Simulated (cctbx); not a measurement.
**Accept or mend?**

Cell a = 7.4720 Å, b = 8.5020 Å, c = 5.8150 Å, α = 90.00°, β = 90.00°, γ = 90.00°; space group Pmmn (no. 59, origin choice 1). The compound is Cd5B4Pb.

Simulated single-crystal data (cctbx): Cu Kα, λ = 1.54184 Å, to d = 0.8 Å, 80 % of the full sphere, strongest reflection 5000 counts, noise from counting, a 3 % proportional error and a noise floor of 8 counts (s.d.); no absorption.

An anisotropic refinement with weights 1/σ² prints:

```text
Rint 0.058, 430 unique reflections to 0.80 A
cycle     R1     wR2    GooF  max shift (A)
   1  0.0362  0.0668   1.322   0.03391
   2  0.0357  0.0659   1.304   0.00039
final R1 0.0357 wR2 0.0659 GooF 1.304  parameters 23  data/parameter 18.7
atom        x        y        z      Ueq    occ   su(xyz)  su(Uiso or U11)
Pb1    0.50000  0.00000  0.72719   0.0088  1.000  0.00021  0.0005
Cd1    0.00000  0.00000  0.73743   0.0082  1.000  0.00035  0.0009
Cd2    0.75934  0.81257  0.25418   0.0105  1.000  0.00014  0.0004
B1     0.24949  0.00000  0.97911   0.0273  1.000  0.00446  0.0110
difference map: max 9.74 min -2.16 rms 0.71
Q1    0.0000  0.2345  0.5130    4   10.08  2.38 A from Cd2
Q2    0.2511  0.0000  0.5310    4    2.43  2.18 A from Pb1
Q3    0.0000  0.1165  0.8156    4    2.29  1.09 A from Cd1
Q4    0.0000  0.5000  0.1751    2    2.28  0.57 A from Pb1
Q5    0.1122  0.5000  0.8697    4    2.19  1.36 A from B1
Q6    0.1983  0.4229  0.0414    8    2.01  0.77 A from B1
```

Q: Accept it or mend it, and why?

Mend it. The fault: an atom left out, B at (0, 0.7613, 0.5096). Against the right model at the same level, R1 goes from 0.0245 to 0.0357 and GooF from 0.90 to 1.30 and the top difference peak, 10.1 e/Å³, lies 2.38 Å from Cd2. Q1 is the missing atom. With scattering power missing, scale and phases suffer, so peaks may also grow on the heavy atoms.

The compound is Cd5B4Pb. The right model at the same level gives:

```text
Rint 0.058, 430 unique reflections to 0.80 A
cycle     R1     wR2    GooF  max shift (A)
   1  0.0250  0.0460   0.916   0.00439
   2  0.0245  0.0451   0.900   0.00011
final R1 0.0245 wR2 0.0451 GooF 0.900  parameters 29  data/parameter 14.8
atom        x        y        z      Ueq    occ   su(xyz)  su(Uiso or U11)
Pb1    0.50000  0.00000  0.72720   0.0089  1.000  0.00015  0.0004
Cd1    0.00000  0.00000  0.73742   0.0082  1.000  0.00024  0.0006
Cd2    0.75929  0.81257  0.25435   0.0105  1.000  0.00010  0.0003
B1     0.00000  0.76378  0.50605   0.0173  1.000  0.00368  0.0070
B2     0.24516  0.00000  0.98144   0.0237  1.000  0.00318  0.0081
difference map: max 2.55 min -2.30 rms 0.60
Q1    0.0000  0.0000  0.3181    2    2.66  2.29 A from B1
Q2    0.2382  0.0000  0.5335    4    2.44  2.14 A from Cd1
Q3    0.1761  0.5000  0.1890    4    2.30  1.15 A from B2
Q4    0.0000  0.1114  0.8282    4    2.29  1.08 A from Cd1
Q5    0.1300  0.5000  0.8600    4    2.24  1.31 A from B2
Q6    0.2148  0.0000  0.3626    4    2.09  1.72 A from Cd2
```

The model is made up (kin elements in a known structure type, no relaxation), so it says nothing on whether the phase exists.

[Middle refinement cycles are left out of these outputs.]

[Logs are printed without paths, hosts, clocks, repeated set-up lines and the standing remarks that a program may print on its own settings, such as how far it seeks lower states.]
